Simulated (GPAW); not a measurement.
# A GW chain in GPAW: CsGeBr3 (Pm-3m)

How does a plane-wave GW calculation on CsGeBr3 (Pm-3m) run from the first input to the gap?

Method: LDA and many-body steps on it, plane waves, in GPAW 26.7.0.

Most raw output is cut from this account.

### 1. The structure

It takes space group Pm-3m (No. 221, cubic). The conventional cell has a = 5.533 Å, b = 5.533 Å, c = 5.533 Å, α = 90.00°, β = 90.00°, γ = 90.00°. Cs has 12 Br at 3.91 Å nearest. Ge has 6 Br at 2.77 Å nearest. Nearest to Br lie 2 Ge at 2.77 Å and 4 Cs at 3.91 Å. Farther neighbours and most contacts between anions are not listed.

Coordinates:

```
Cs Ge Br
1.0
     5.53333    0.00000    0.00000
     0.00000    5.53333    0.00000
     0.00000    0.00000    5.53333
Cs Ge Br
1 1 3
Direct
  0.00000 0.00000 0.00000
  0.50000 0.50000 0.50000
  0.50000 0.50000 0.00000
  0.50000 0.00000 0.50000
  0.00000 0.50000 0.50000
```

The cell and positions are those that the Materials Project relaxed with its own functionals (PBE, PBE+U or r2SCAN), kept fixed. Spin-orbit coupling is left out unless a step names it.

### 2. Ground state

This step: GPAW 26.7.0; DFT, LDA, plane waves, PAW.

The ground-state density comes first.

Input file run.py:

```python
import json
import numpy as np
from gpaw.mpi import world
from ase import Atoms
from gpaw import GPAW, PW, FermiDirac

atoms = Atoms(['Cs', 'Ge', 'Br', 'Br', 'Br'],
    cell=[[5.5333271400, 0.0000000000, 0.0000000000],
      [0.0000000000, 5.5333271400, 0.0000000000],
      [0.0000000000, 0.0000000000, 5.5333271400]],
    scaled_positions=[[0.0000000000, 0.0000000000, 0.0000000000],
      [0.5000000000, 0.5000000000, 0.5000000000],
      [0.5000000000, 0.5000000000, 0.0000000000],
      [0.5000000000, 0.0000000000, 0.5000000000],
      [0.0000000000, 0.5000000000, 0.5000000000]],
    pbc=(True, True, True))
calc = GPAW(mode=PW(450),
    xc='LDA',
    kpts={'size': (4, 4, 4), 'gamma': True},
    occupations=FermiDirac(0.001),
    nbands=-8,
    convergence={'density': 1e-6, 'bands': -3},
    maxiter=100,
    txt='gs.txt')
atoms.calc = calc
res = {'energy': atoms.get_potential_energy()}
kpts = calc.get_ibz_k_points()
res['kpts'] = kpts
res['eigenvalues'] = [calc.get_eigenvalues(kpt=k) for k in range(len(kpts))]
res['n_electrons'] = calc.get_number_of_electrons()
calc.write('gs.gpw')

if world.rank == 0:
    with open('result.json', 'w') as f:
        json.dump(res, f, default=lambda x: x.tolist())
```

On the command line:

```sh
> mpirun -n 4 gpaw python run.py
```

Wall time 7.4 s (4 MPI ranks of Arm Neoverse V2, shared host); peak memory 0.66 GiB; 29 s of CPU time.

This step gave:

| Item | Value |
| --- | --- |
| total energy | -18.04 eV |
| gap | 0.5184 eV |
| k of the valence top | 0.5, 0.5, 0.5 |
| k of the conduction bottom | 0.5, 0.5, 0.5 |
| least direct gap | 0.5184 eV |

The gap is direct, at (0.500, 0.500, 0.500).

### 3. Empty states on the mesh, 2×2×2 mesh, 580 bands

The sums over transitions need many empty states on a uniform mesh; this step solves for them.

Input file run.py:

```python
import json
import numpy as np
from gpaw.mpi import world
from gpaw import GPAW

calc = GPAW('gs.gpw').fixed_density(kpts={'size': (2, 2, 2), 'gamma': True},
    parallel={'domain': 1, 'band': 1},
    txt='nscf.txt')
calc.diagonalize_full_hamiltonian(nbands=580)
calc.write('full.gpw', mode='all')
res = {}
kpts = calc.get_ibz_k_points()
res['kpts'] = kpts
res['eigenvalues'] = [calc.get_eigenvalues(kpt=k) for k in range(len(kpts))]
res['n_electrons'] = calc.get_number_of_electrons()

if world.rank == 0:
    with open('result.json', 'w') as f:
        json.dump(res, f, default=lambda x: x.tolist())
```

On the command line:

```sh
> mpirun -n 4 gpaw python run.py
```

It took 46 s on 4 MPI ranks; peak memory 4.1 GiB; 3.1 min of CPU time.

Numbers from this step:

- gap: 0.5184 eV
- k of the valence top: 0.5, 0.5, 0.5
- k of the conduction bottom: 0.5, 0.5, 0.5
- least direct gap: 0.5184 eV
- k points computed: 4
- lowest point of the top converged band, above the valence top: 121.2126 eV

On this mesh the gap is 0.518 eV.

### 4. Screening and self-energy, 2×2×2 mesh, 265 bands, screening to 78 eV

Now the one-shot GW correction: screening in the RPA, then the self-energy of the levels asked for.

This step: G0W0 on LDA, plane waves, PAW.

Input file run.py:

```python
import json
import numpy as np
from gpaw.mpi import world
from gpaw.response.g0w0 import G0W0

gw = G0W0('full.gpw',
    filename='gw',
    kpts=[0, 3],
    bands=(15, 19),
    ecut=78,
    nbands=265,
    integrate_gamma='WS',
    ppa=True)
gw.calculate()
res = {mode: {k: v for k, v in r.items() if k != 'sigma_eskwn'}
       for mode, r in gw.all_results.items()}

if world.rank == 0:
    with open('result.json', 'w') as f:
        json.dump(res, f, default=lambda x: x.tolist())
```

On the command line:

```sh
> mpirun -n 4 gpaw python run.py
```

Elapsed: 24 s, on 4 MPI ranks; peak memory 1.5 GiB.

Numbers from this step:

| Quantity | Value |
| --- | --- |
| G0W0 gap on the points computed | 1.222 eV |
| least direct G0W0 gap on the computed points | 1.222 eV |
| Z at the valence top | 0.7836 |
| Z at the conduction bottom | 0.7915 |
| starting gap on the mesh | 0.5184 eV |
| k of the valence top | 0.5, 0.5, 0.5 |
| k of the conduction bottom | 0.5, 0.5, 0.5 |

The gap on the mesh goes from 0.52 eV to 1.22 eV, a correction of +0.70 eV.

Limits: finite bands, cutoff and mesh; no spin-orbit coupling; coarse k mesh. v1 is the top filled band, c1 the lowest empty one. Levels before and after the correction, in eV, zero at the valence-band top of each column:

```tsv
	conduction bottom	valence top
Kohn-Sham	0.52	0.00
G0W0	1.22	0.00
```

```tsv
	level	energy (eV)
Kohn-Sham	(0.5 0.5 0.5) v2	-1.782
Kohn-Sham	(0.5 0.5 0.5) v1	0.000
Kohn-Sham	(0.5 0.5 0.5) c1-c2	0.518
G0W0	(0.5 0.5 0.5) v2	-2.363
G0W0	(0.5 0.5 0.5) v1	0.000
G0W0	(0.5 0.5 0.5) c1-c2	1.222
```

### 5. Where the time went

Times are wall times on 4 MPI ranks of Arm Neoverse V2, shared host, good to a factor of about two.

```tsv
step	time	share	memory (GiB)
ground state	7.4 s	10 %	0.66
empty states on the mesh	46 s	60 %	4.1
screening and self-energy	24 s	31 %	1.5
```

### 6. What came out

```yaml
lda_gap: 0.52 eV, direct
g0w0_gap_on_the_mesh: 1.22 eV
gw_settings: 2×2×2 mesh, 265 bands, screening to 78 eV, Godby-Needs plasmon pole
known_limits: not at the basis limit; no spin-orbit coupling; coarse k mesh
```

G0W0 moves the gap on the mesh from 0.52 eV to 1.22 eV (+0.70 eV), with Z of 0.78 and 0.79 at the edges. Only 2 of the mesh's irreducible points were corrected, so a valley elsewhere could overtake. The dearest step here is «empty states on the mesh». Bands and cutoff are finite, so the gap is not at the basis limit. The miss can reach some tenths of an eV and take either sign; the mesh is an error of its own. These stock PAW sets were not made for GW; the filled d or f shell of Br and Ge lies in the frozen core, which bears on start and correction. In the G0W0 run levels were corrected at 2 k points alone, so a gap called «on the mesh» is the least over those, and an edge elsewhere would be missed. The 2×2×2 mesh is coarse for this cell, which bears on the long-range parts of exchange and screening. This is the ideal cubic cell; many perovskites, halides above all, are cubic only on average, and local tilts or off-centring can widen the gap. The many-body steps are scalar-relativistic: spin-orbit coupling is not in them.

[Paths, hosts, dates, memory and timing lines, banners, echoed tables and standing remarks are left out of the program output.]

[Logs are printed without paths, hosts, clocks, repeated set-up lines and the standing remarks that a program may print on its own settings, such as how far it seeks lower states.]

[Runs of the session that timed out or met a known fault of the program may be left out.]

[Hosts, paths, dates, database ids (printed as entryN), source tags and the programs' standing remarks are cut or masked in the printed files.]
